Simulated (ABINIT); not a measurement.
# BaLiCl3 (Pm-3m): phonons by linear response

How does BaLiCl3 (Pm-3m) vibrate, and is this structure a minimum?

Program: ABINIT 10.8.3. Level of theory: DFT LDA, scalar-relativistic, plane waves, PseudoDojo norm-conserving pseudopotentials. Results are calculated unless marked as measured.

The structure was built from a prototype and need not be the compound's stable phase.

### 1. The starting structure

It takes space group Pm-3m (No. 221, cubic). The conventional cell has a = 4.195 Å, b = 4.195 Å, c = 4.195 Å, α = 90.00°, β = 90.00°, γ = 90.00°. Nearest to Ba lie 12 Cl at 2.97 Å. Li has 6 Cl at 2.10 Å nearest. Nearest to Cl lie 2 Li at 2.10 Å and 4 Ba at 2.97 Å. Farther neighbours and most contacts between anions are not listed.

### 2. A probe with smearing

A first run with smearing and empty bands tells whether the crystal has a gap, which decides between fixed occupations and smearing later on.

Input file probe.abi:

```
# ground state
tolvrs 1.0d-08
prtden 1
prtwf 1

# basis, mesh and filling
ecut 33.0
ngkpt 4 4 4
nshiftk 1
shiftk 0.0 0.0 0.0
istwfk *1
occopt 7
tsmear 0.005
nband 25
nstep 100
diemac 9.0
prtebands 0
prtgsr 0
useylm 1

# cell and atoms
acell 7.928138086 7.928138086 7.928138086
rprim 
    1.0 0.0 0.0
    0.0 1.0 0.0
    0.0 0.0 1.0
ntypat 3
znucl 56 3 17
natom 5
typat 1 2 3 3 3
xred 
    0.0 0.0 0.0
    0.5 0.5 0.5
    0.0 0.5 0.5
    0.5 0.5 0.0
    0.5 0.0 0.5
pp_dirpath "./pseudo"
pseudos "Ba.upf, Li.upf, Cl.upf"
```

On the command line:

```console
OMP_NUM_THREADS=1 mpirun -n 4 abinit probe.abi > probe.log
```

Numbers of over 12 decimals in the logs are rounded to 6 here.

probe.abo, the main output file:

```text
[banners, grids, parts of the stress and lines that vanish by symmetry left out]
- input  file    -> probe.abi
- output file    -> probe.abo
- root for input  files -> probei
[...]
Symmetries : space group Pm -3 m (#221); Bravais cP (primitive cubic)
[...]
mpw =        4632          nfft =       91125          nkpt =          10
[...]
== DATASET  1 ==================================================================
[...]
cutoff_energies: {ecut:  33.0, pawecutdg:  -1.0, }
[...]
ETOT  1  -84.766324804290    -8.477E+01 4.230E-02 1.358E+02
 ETOT  2  -84.809032532059    -4.271E-02 9.663E-03 6.071E+00
 ETOT  3  -84.810349795356    -1.317E-03 1.018E-03 5.358E-01
 ETOT  4  -84.810406303025    -5.651E-05 1.201E-03 1.386E-03
 ETOT  5  -84.810406412054    -1.090E-07 2.410E-04 5.903E-06
 ETOT  6  -84.810406412560    -5.063E-10 2.853E-04 1.945E-07
 ETOT  7  -84.810406412577    -1.751E-11 1.318E-04 6.535E-10
 At SCF step    7       vres2   =  6.53E-10 < tolvrs=  1.00E-08 =>converged.
[...]
sigma(1 1)= -1.21566014E-03  sigma(3 2)=  0.00000000E+00
  sigma(2 2)= -1.21566014E-03  sigma(3 1)=  0.00000000E+00
  sigma(3 3)= -1.21566014E-03  sigma(2 1)=  0.00000000E+00
[...]
convergence: {deltae: -1.751E-11, res2:  6.535E-10, residm:  1.318E-04, diffor: null, }
etotal    :  -8.48104064E+01
[...]
sigma(1 1)= -1.21566014E-03  sigma(3 2)=  0.00000000E+00
  sigma(2 2)= -1.21566014E-03  sigma(3 1)=  0.00000000E+00
  sigma(3 3)= -1.21566014E-03  sigma(2 1)=  0.00000000E+00
[...]
- sigma(1 1)= -3.57659560E+01  sigma(3 2)=  0.00000000E+00
- sigma(2 2)= -3.57659560E+01  sigma(3 1)=  0.00000000E+00
- sigma(3 3)= -3.57659560E+01  sigma(2 1)=  0.00000000E+00
[...]
fcart     -0.0000000000E+00 -0.0000000000E+00 -0.0000000000E+00
           strten     -1.2156601369E-03 -1.2156601369E-03 -1.2156601369E-03
================================================================================

[key lines of the parts left out:]
pressure_GPa:   3.5766E+01
```

Elapsed: 13 s, on 4 MPI ranks of Arm Neoverse V1, shared host; 53 s of CPU time.

This step gave:

```
volume per atom   : 14.77 Å³
pressure          : 35.77 GPa
gap on the k-mesh : 3.223 eV
```

A gap of 3.2 eV opens on this mesh, so the crystal is taken as an insulator; the printed pressure holds the stress of the finite basis too.

### 3. Rough relaxation

The typed start is rough, so a first relaxation with smearing and loose thresholds takes it towards rest cheaply.

Input file prerelax.abi:

```
# relaxation
ionmov 2
optcell 2
dilatmx 1.15
chkdilatmx 0
ntime 40
tolmxf 3.0d-04
tolvrs 1.0d-10
prtwf 0
prtden 0
chksymtnons 0

# basis, mesh and filling
ecut 33.0
ecutsm 3.0
ngkpt 4 4 4
nshiftk 1
shiftk 0.0 0.0 0.0
istwfk *1
occopt 7
tsmear 0.005
nband 25
nstep 100
diemac 9.0
prtebands 0
prtgsr 0
useylm 1

# cell and atoms
acell 7.928138086 7.928138086 7.928138086
rprim 
    1.0 0.0 0.0
    0.0 1.0 0.0
    0.0 0.0 1.0
ntypat 3
znucl 56 3 17
natom 5
typat 1 2 3 3 3
xred 
    0.0 0.0 0.0
    0.5 0.5 0.5
    0.0 0.5 0.5
    0.5 0.5 0.0
    0.5 0.0 0.5
pp_dirpath "./pseudo"
pseudos "Ba.upf, Li.upf, Cl.upf"
```

On the command line:

```console
OMP_NUM_THREADS=1 mpirun -n 4 abinit prerelax.abi > prerelax.log
```

prerelax.abo, the main output file:

```text
[banners, grids, parts of the stress and lines that vanish by symmetry left out]
- input  file    -> prerelax.abi
- output file    -> prerelax.abo
- root for input  files -> prerelaxi
[...]
Symmetries : space group Pm -3 m (#221); Bravais cP (primitive cubic)
[...]
mpw =        6886          nfft =      110592          nkpt =          10
[...]
== DATASET  1 ==================================================================
[...]
cutoff_energies: {ecut:  33.0, pawecutdg:  -1.0, }
[...]
ETOT  1  -84.760983111856    -8.476E+01 4.098E-02 1.612E+02
 ETOT  2  -84.808838685365    -4.786E-02 1.129E-02 7.737E+00
 ETOT  3  -84.810205602315    -1.367E-03 1.819E-03 7.267E-01
 ETOT  4  -84.810265722009    -6.012E-05 8.406E-04 7.563E-04
 ETOT  5  -84.810265789481    -6.747E-08 7.423E-04 9.667E-06
[...]
At SCF step    8       vres2   =  3.94E-12 < tolvrs=  1.00E-10 =>converged.
[...]
ETOT  7  -84.902874631629    -1.066E-12 2.007E-10 6.511E-11
 At SCF step    7       vres2   =  6.51E-11 < tolvrs=  1.00E-10 =>converged.
[...]
sigma(1 1)= -1.55429002E-07  sigma(3 2)=  0.00000000E+00
  sigma(2 2)= -1.55429002E-07  sigma(3 1)=  0.00000000E+00
  sigma(3 3)= -1.55429002E-07  sigma(2 1)=  0.00000000E+00
[...]
convergence: {deltae: -1.066E-12, res2:  6.511E-11, residm:  2.007E-10, diffor: null, }
etotal    :  -8.49028746E+01
[...]
At Broyd/MD step   6, gradients are converged :
[...]
sigma(1 1)= -1.55429002E-07  sigma(3 2)=  0.00000000E+00
  sigma(2 2)= -1.55429002E-07  sigma(3 1)=  0.00000000E+00
  sigma(3 3)= -1.55429002E-07  sigma(2 1)=  0.00000000E+00
[...]
- sigma(1 1)= -4.57287911E-03  sigma(3 2)=  0.00000000E+00
- sigma(2 2)= -4.57287911E-03  sigma(3 1)=  0.00000000E+00
- sigma(3 3)= -4.57287911E-03  sigma(2 1)=  0.00000000E+00
[...]
fcart     -0.0000000000E+00 -0.0000000000E+00 -0.0000000000E+00
           strten     -1.5542900170E-07 -1.5542900169E-07 -1.5542900170E-07
================================================================================

[key lines of the parts left out:]
pressure_GPa:   4.5729E-03
Total energy (etotal) [Ha]= -8.49028746316290E+01
```

Elapsed: 90 s, on 4 MPI ranks; 6 min of CPU time.

Relaxation path:

```csv
step,energy less that of the first step (eV),largest force (eV/Å),volume (Å³)
1,0.0000,0.0000,73.84
2,-1.4159,0.0000,82.24
3,-2.4011,0.0000,96.35
4,-2.5109,0.0000,102.46
5,-2.5199,0.0000,104.70
6,-2.5200,0.0000,104.99
```

```csv
cell as run,before,after,change
a (Å),4.195,4.717,+12.4 %
b (Å),4.195,4.717,+12.4 %
c (Å),4.195,4.717,+12.4 %
volume (Å³/atom),14.77,21.00,+42.2 %
```

The relaxed structure:

```cif
data_structure
_symmetry_space_group_name_H-M 'P 1'
_symmetry_Int_Tables_number 1
_cell_length_a 4.7175
_cell_length_b 4.7175
_cell_length_c 4.7175
_cell_angle_alpha 90.000
_cell_angle_beta 90.000
_cell_angle_gamma 90.000
_cell_volume 104.99
loop_
_atom_site_label
_atom_site_type_symbol
_atom_site_fract_x
_atom_site_fract_y
_atom_site_fract_z
_atom_site_occupancy
Ba1 Ba 0.00000 0.00000 0.00000 1
Li2 Li 0.50000 0.50000 0.50000 1
Cl3 Cl 0.00000 0.50000 0.50000 1
Cl4 Cl 0.50000 0.50000 0.00000 1
Cl5 Cl 0.50000 0.00000 0.50000 1
```

Read from the output:

```
volume per atom   : 21.00 Å³
pressure          : 0.004573 GPa
gap on the k-mesh : 3.981 eV
```

The volume changes by +42.2 % in this run and stands +42.2 % from the first cell.

### 4. Rough relaxation

The cell changed much, so the rough relaxation is repeated on a basis made for the new cell.

prerelax.abi, as its differences from that of step 3:

```diff
@@ -29,3 +29,3 @@
 # cell and atoms
-acell 7.928138086 7.928138086 7.928138086
+acell 8.914757147 8.914757147 8.914757147
 rprim
```

prerelax.abo, the main output file:

```text
[banners, grids, parts of the stress and lines that vanish by symmetry left out]
- input  file    -> prerelax.abi
- output file    -> prerelax.abo
- root for input  files -> prerelaxi
[...]
Symmetries : space group Pm -3 m (#221); Bravais cP (primitive cubic)
[...]
mpw =        9808          nfft =      157464          nkpt =          10
[...]
== DATASET  1 ==================================================================
[...]
cutoff_energies: {ecut:  33.0, pawecutdg:  -1.0, }
[...]
ETOT  1  -84.853261746782    -8.485E+01 3.592E-02 2.578E+02
 ETOT  2  -84.900384439522    -4.712E-02 2.995E-03 1.544E+01
 ETOT  3  -84.902628550105    -2.244E-03 8.105E-04 4.021E+00
 ETOT  4  -84.902874156608    -2.456E-04 5.143E-04 9.989E-03
 ETOT  5  -84.902874614332    -4.577E-07 1.454E-04 1.288E-04
 ETOT  6  -84.902874620615    -6.283E-09 1.108E-04 4.516E-06
 ETOT  7  -84.902874620827    -2.116E-10 1.029E-04 3.635E-08
 ETOT  8  -84.902874620830    -2.487E-12 7.911E-05 3.507E-10
 ETOT  9  -84.902874620824     5.215E-12 6.927E-05 5.339E-12
 At SCF step    9       vres2   =  5.34E-12 < tolvrs=  1.00E-10 =>converged.
[...]
sigma(1 1)= -1.55741825E-07  sigma(3 2)=  0.00000000E+00
  sigma(2 2)= -1.55741825E-07  sigma(3 1)=  0.00000000E+00
  sigma(3 3)= -1.55741825E-07  sigma(2 1)=  0.00000000E+00
[...]
convergence: {deltae:  5.215E-12, res2:  5.339E-12, residm:  6.927E-05, diffor: null, }
etotal    :  -8.49028746E+01
[...]
At Broyd/MD step   1, gradients are converged :
[...]
sigma(1 1)= -1.55741825E-07  sigma(3 2)=  0.00000000E+00
  sigma(2 2)= -1.55741825E-07  sigma(3 1)=  0.00000000E+00
  sigma(3 3)= -1.55741825E-07  sigma(2 1)=  0.00000000E+00
[...]
- sigma(1 1)= -4.58208269E-03  sigma(3 2)=  0.00000000E+00
- sigma(2 2)= -4.58208269E-03  sigma(3 1)=  0.00000000E+00
- sigma(3 3)= -4.58208269E-03  sigma(2 1)=  0.00000000E+00
[...]
fcart     -0.0000000000E+00 -0.0000000000E+00 -0.0000000000E+00
           strten     -1.5574182518E-07 -1.5574182518E-07 -1.5574182518E-07
================================================================================

[key lines of the parts left out:]
pressure_GPa:   4.5821E-03
Total energy (etotal) [Ha]= -8.49028746208243E+01
```

The job ended after 28 s (4 MPI ranks).

Little changed from the start: no atom moved by 0.005 Å and no cell edge by 0.1 %.

Read from the output:

| Item | Value |
| --- | --- |
| pressure | 0.004582 GPa |

The volume changes by +0.0 % in this run and stands +42.2 % from the first cell.

### 5. Relaxation

The harmonic expansion needs vanishing forces, and a free crystal bears no stress, so cell and atoms are brought to rest. Stress is more sensitive to the basis than forces are: the last 3 Ha under the cutoff are smoothed with ecutsm, and the cutoff is raised above that of the later runs.

relax.abi, as its differences from prerelax.abi of step 4:

```diff
@@ -3,7 +3,6 @@
 optcell 2
-dilatmx 1.15
-chkdilatmx 0
+dilatmx 1.08
 ntime 40
-tolmxf 3.0d-04
-tolvrs 1.0d-10
+tolmxf 1.0d-05
+tolvrs 1.0d-14
 prtwf 0
@@ -13,3 +12,3 @@
 # basis, mesh and filling
-ecut 33.0
+ecut 41.0
 ecutsm 3.0
@@ -19,5 +18,4 @@
 istwfk *1
-occopt 7
-tsmear 0.005
-nband 25
+occopt 1
+nband 17
 nstep 100
```

On the command line:

```console
OMP_NUM_THREADS=1 mpirun -n 4 abinit relax.abi > relax.log
```

relax.abo, the main output file:

```text
[banners, grids, parts of the stress and lines that vanish by symmetry left out]
- input  file    -> relax.abi
- output file    -> relax.abo
- root for input  files -> relaxi
[...]
Symmetries : space group Pm -3 m (#221); Bravais cP (primitive cubic)
[...]
mpw =       11240          nfft =      216000          nkpt =          10
[...]
== DATASET  1 ==================================================================
[...]
cutoff_energies: {ecut:  41.0, pawecutdg:  -1.0, }
[...]
ETOT  1  -84.825651620050    -8.483E+01 6.771E-02 2.417E+02
 ETOT  2  -84.901953221440    -7.630E-02 5.896E-06 2.294E+01
 ETOT  3  -84.902854777534    -9.016E-04 3.599E-06 6.221E+00
 ETOT  4  -84.903100245615    -2.455E-04 8.016E-06 2.665E-01
 ETOT  5  -84.903114096076    -1.385E-05 5.636E-07 1.915E-02
[...]
At SCF step   11       vres2   =  3.40E-15 < tolvrs=  1.00E-14 =>converged.
[...]
sigma(1 1)= -1.18427239E-07  sigma(3 2)=  0.00000000E+00
  sigma(2 2)= -1.18427239E-07  sigma(3 1)=  0.00000000E+00
  sigma(3 3)= -1.18427239E-07  sigma(2 1)=  0.00000000E+00
[...]
convergence: {deltae: -4.448E-12, res2:  3.404E-15, residm:  4.392E-19, diffor: null, }
etotal    :  -8.49031149E+01
[...]
ETOT  1  -84.903114881905    -8.490E+01 1.860E-13 4.221E-06
[...]
At SCF step    7       vres2   =  2.21E-15 < tolvrs=  1.00E-14 =>converged.
[...]
sigma(1 1)= -1.01902516E-07  sigma(3 2)=  0.00000000E+00
  sigma(2 2)= -1.01902516E-07  sigma(3 1)=  0.00000000E+00
  sigma(3 3)= -1.01902516E-07  sigma(2 1)=  0.00000000E+00
[...]
convergence: {deltae: -2.345E-12, res2:  2.208E-15, residm:  1.341E-19, diffor: null, }
etotal    :  -8.49031149E+01
[...]
ETOT  1  -84.903114873087    -8.490E+01 1.816E-12 1.605E-04
[...]
ETOT  7  -84.903114884613    -2.132E-12 5.199E-18 8.361E-14
 ETOT  8  -84.903114884612     9.095E-13 6.996E-20 4.529E-16
 At SCF step    8       vres2   =  4.53E-16 < tolvrs=  1.00E-14 =>converged.
[...]
sigma(1 1)= -1.88445947E-11  sigma(3 2)=  0.00000000E+00
  sigma(2 2)= -1.88445969E-11  sigma(3 1)=  0.00000000E+00
  sigma(3 3)= -1.88445882E-11  sigma(2 1)=  0.00000000E+00
[...]
convergence: {deltae:  9.095E-13, res2:  4.529E-16, residm:  6.996E-20, diffor: null, }
etotal    :  -8.49031149E+01
[...]
At Broyd/MD step   3, gradients are converged :
[...]
sigma(1 1)= -1.88445947E-11  sigma(3 2)=  0.00000000E+00
  sigma(2 2)= -1.88445969E-11  sigma(3 1)=  0.00000000E+00
  sigma(3 3)= -1.88445882E-11  sigma(2 1)=  0.00000000E+00
[...]
- sigma(1 1)= -5.54427118E-07  sigma(3 2)=  0.00000000E+00
- sigma(2 2)= -5.54427182E-07  sigma(3 1)=  0.00000000E+00
- sigma(3 3)= -5.54426927E-07  sigma(2 1)=  0.00000000E+00
[...]
fcart     -0.0000000000E+00 -0.0000000000E+00 -0.0000000000E+00
           strten     -1.8844594721E-11 -1.8844596890E-11 -1.8844588216E-11
================================================================================

[key lines of the parts left out:]
pressure_GPa:   5.5443E-07
Total energy (etotal) [Ha]= -8.49031148846124E+01
```

Wall time 60 s (4 MPI ranks).

Little changed from the start: no atom moved by 0.005 Å and no cell edge by 0.1 %.

Numbers from this step:

```yaml
pressure: 5.54e-7 GPa
```

The volume changes by +0.0 % in this run and stands +42.2 % from the first cell.

### 6. Ground state

The response is built on these wavefunctions, so the potential is converged far more tightly than an energy would need.

gs.abi, as its differences from probe.abi of step 2:

```diff
@@ -1,3 +1,3 @@
 # ground state
-tolvrs 1.0d-08
+tolvrs 1.0d-16
 prtden 1
@@ -11,5 +11,4 @@
 istwfk *1
-occopt 7
-tsmear 0.005
-nband 25
+occopt 1
+nband 17
 nstep 100
@@ -21,3 +20,3 @@
 # cell and atoms
-acell 7.928138086 7.928138086 7.928138086
+acell 8.914984148 8.914984148 8.914984148
 rprim
```

On the command line:

```console
OMP_NUM_THREADS=1 mpirun -n 4 abinit gs.abi > gs.log
```

gs.abo, the main output file:

```text
[banners, grids, parts of the stress and lines that vanish by symmetry left out]
- input  file    -> gs.abi
- output file    -> gs.abo
- root for input  files -> gsi
[...]
Symmetries : space group Pm -3 m (#221); Bravais cP (primitive cubic)
[...]
mpw =        6488          nfft =      110592          nkpt =          10
[...]
== DATASET  1 ==================================================================
[...]
cutoff_energies: {ecut:  33.0, pawecutdg:  -1.0, }
[...]
ETOT  1  -84.863566254674    -8.486E+01 7.746E-02 1.742E+02
 ETOT  2  -84.900324898237    -3.676E-02 2.569E-06 1.191E+01
 ETOT  3  -84.902760610375    -2.436E-03 1.190E-05 3.115E+00
 ETOT  4  -84.903011495305    -2.509E-04 5.004E-06 4.667E-03
 ETOT  5  -84.903011852638    -3.573E-07 3.741E-09 1.763E-04
[...]
ETOT 11  -84.903011867669     7.105E-14 1.468E-20 7.593E-16
 ETOT 12  -84.903011867673    -3.539E-12 1.270E-21 4.762E-17
 At SCF step   12       vres2   =  4.76E-17 < tolvrs=  1.00E-16 =>converged.
[...]
sigma(1 1)=  1.99633946E-06  sigma(3 2)=  0.00000000E+00
  sigma(2 2)=  1.99633946E-06  sigma(3 1)=  0.00000000E+00
  sigma(3 3)=  1.99633946E-06  sigma(2 1)=  0.00000000E+00
[...]
convergence: {deltae: -3.539E-12, res2:  4.762E-17, residm:  1.270E-21, diffor: null, }
etotal    :  -8.49030119E+01
[...]
sigma(1 1)=  1.99633946E-06  sigma(3 2)=  0.00000000E+00
  sigma(2 2)=  1.99633946E-06  sigma(3 1)=  0.00000000E+00
  sigma(3 3)=  1.99633946E-06  sigma(2 1)=  0.00000000E+00
[...]
- sigma(1 1)=  5.87343348E-02  sigma(3 2)=  0.00000000E+00
- sigma(2 2)=  5.87343348E-02  sigma(3 1)=  0.00000000E+00
- sigma(3 3)=  5.87343348E-02  sigma(2 1)=  0.00000000E+00
[...]
fcart     -0.0000000000E+00 -0.0000000000E+00 -0.0000000000E+00
           strten      1.9963394622E-06  1.9963394622E-06  1.9963394622E-06
================================================================================

[key lines of the parts left out:]
pressure_GPa:  -5.8734E-02
```

It took 15 s on 4 MPI ranks; 60 s of CPU time.

This step gave:

* pressure: -0.05873 GPa

The cell stands at -0.059 GPa, close enough for phonons.

### 7. The gap at rest

Empty bands on the ground state's density check that the gap assumed so far is there in this cell.

Input file gap.abi:

```
# empty bands on the ground state's density
iscf -2
getden_filepath "gso_DEN"
tolwfr 1.0d-12
nbdbuf 2
prtwf 0

# basis, mesh and filling
ecut 33.0
ngkpt 4 4 4
nshiftk 1
shiftk 0.0 0.0 0.0
istwfk *1
occopt 1
nband 21
nstep 100
diemac 9.0
prtebands 0
prtgsr 0
useylm 1

# cell and atoms
acell 8.914984148 8.914984148 8.914984148
rprim 
    1.0 0.0 0.0
    0.0 1.0 0.0
    0.0 0.0 1.0
ntypat 3
znucl 56 3 17
natom 5
typat 1 2 3 3 3
xred 
    0.0 0.0 0.0
    0.5 0.5 0.5
    0.0 0.5 0.5
    0.5 0.5 0.0
    0.5 0.0 0.5
pp_dirpath "./pseudo"
pseudos "Ba.upf, Li.upf, Cl.upf"
```

On the command line:

```console
OMP_NUM_THREADS=1 mpirun -n 4 abinit gap.abi > gap.log
```

gap.abo, the main output file:

```text
[banners, grids, parts of the stress and lines that vanish by symmetry left out]
- input  file    -> gap.abi
- output file    -> gap.abo
- root for input  files -> gapi
[...]
Symmetries : space group Pm -3 m (#221); Bravais cP (primitive cubic)
[...]
mpw =        6488          nfft =      110592          nkpt =          10
[...]
== DATASET  1 ==================================================================
[...]
cutoff_energies: {ecut:  33.0, pawecutdg:  -1.0, }
[...]
-outvars: echo values of variables after computation
            acell      8.9149841480E+00  8.9149841480E+00  8.9149841480E+00 Bohr
================================================================================
```

The job ended after 11 s (4 MPI ranks).

In this cell the gap on the mesh is 4.0 eV, indirect (smallest direct 4.0 eV), so fixed occupations hold.

(Part 1 of 4 ends here.)

[Host names and launcher messages were left out of these logs when they were recorded.]

[Logs are printed without paths, hosts, clocks, repeated set-up lines and the standing remarks that a program may print on its own settings, such as how far it seeks lower states.]

[Hosts, paths, dates, database ids (printed as entryN), source tags and the programs' standing remarks are cut or masked in the printed files.]
